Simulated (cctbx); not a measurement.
## Lattice, Laue class and space group of a new crystal

Cell: a = 13.4360 Å, b = 9.5860 Å, c = 9.5283 Å, α = 90.00°, β = 134.30°, γ = 90.00°. Expected content of the cell: Lu4 La12 Sb12.

The data are simulated with cctbx, not measured: Ag Kα, λ = 0.56087 Å, to d = 0.7 Å, 95 % of the full sphere, strongest reflection 40000 counts, noise from counting, a 4 % proportional error and a noise floor of 8 counts (s.d.); no absorption.

Tests on the unmerged data give:

```text
10265 reflections to d = 0.700 A
centring   violations  <I/sigma> of those
    A       2467 of  5149      9.2
    B       2468 of  5135      9.2
    C          1 of  5138      0.0
    I       2462 of  5121      9.1
    R       3297 of  6853      9.1
    F       2468 of  7711      6.1
Laue class    unique    Rint  (classes that these axes allow; Friedel mates merged)
C 1 2/m 1        1421   0.037
space group    extra absences  I>4sigma  <I/sigma>
C 1 2 1                 0          0         -  acentric
C 1 m 1                 0          0         -  acentric
C 1 2/m 1               0          0         -  centric
Wilson B = 1.11 A^2   <|E^2-1|> = 0.781 (0.968 centric, 0.736 acentric)   E^2>4: 1.1 %
shell (A)         n   <I/sigma>
 6.82 - 1.40    186     30.3
 1.40 - 1.11    188     31.5
 1.11 - 0.97    165     28.9
 0.97 - 0.88    180     25.4
 0.88 - 0.82    179     28.1
 0.82 - 0.77    179     27.2
 0.77 - 0.73    166     25.7
 0.73 - 0.70    178     25.0
```

Q: Read the symmetry from these tables.

The reflections that C centring forbids are absent (⟨I/σ⟩ near 0), so the lattice is C.

Only C 1 2/m 1 fits these axes (Rint 0.037); a search for a hidden higher lattice was not made.

3 settings pass the absence test. No glide or screw absences show, which leaves C 1 2 1, C 1 m 1 and C 1 2/m 1.

⟨|E²−1|⟩ = 0.781 leans to a non-centrosymmetric structure. The Wilson B of 1.11 Å² means U ≈ 0.0141 Å².

The true group is C2 (no. 5), Laue class 2/m, non-centrosymmetric. The tables only narrow the choice to the tied entries; cell content, site symmetry and trial solutions must settle it.

The model was made for the exercise: a known structure type with other elements put in, its volume estimated, not relaxed; displacement parameters are assumed.

[Logs are printed without paths, hosts, clocks, repeated set-up lines and the standing remarks that a program may print on its own settings, such as how far it seeks lower states.]
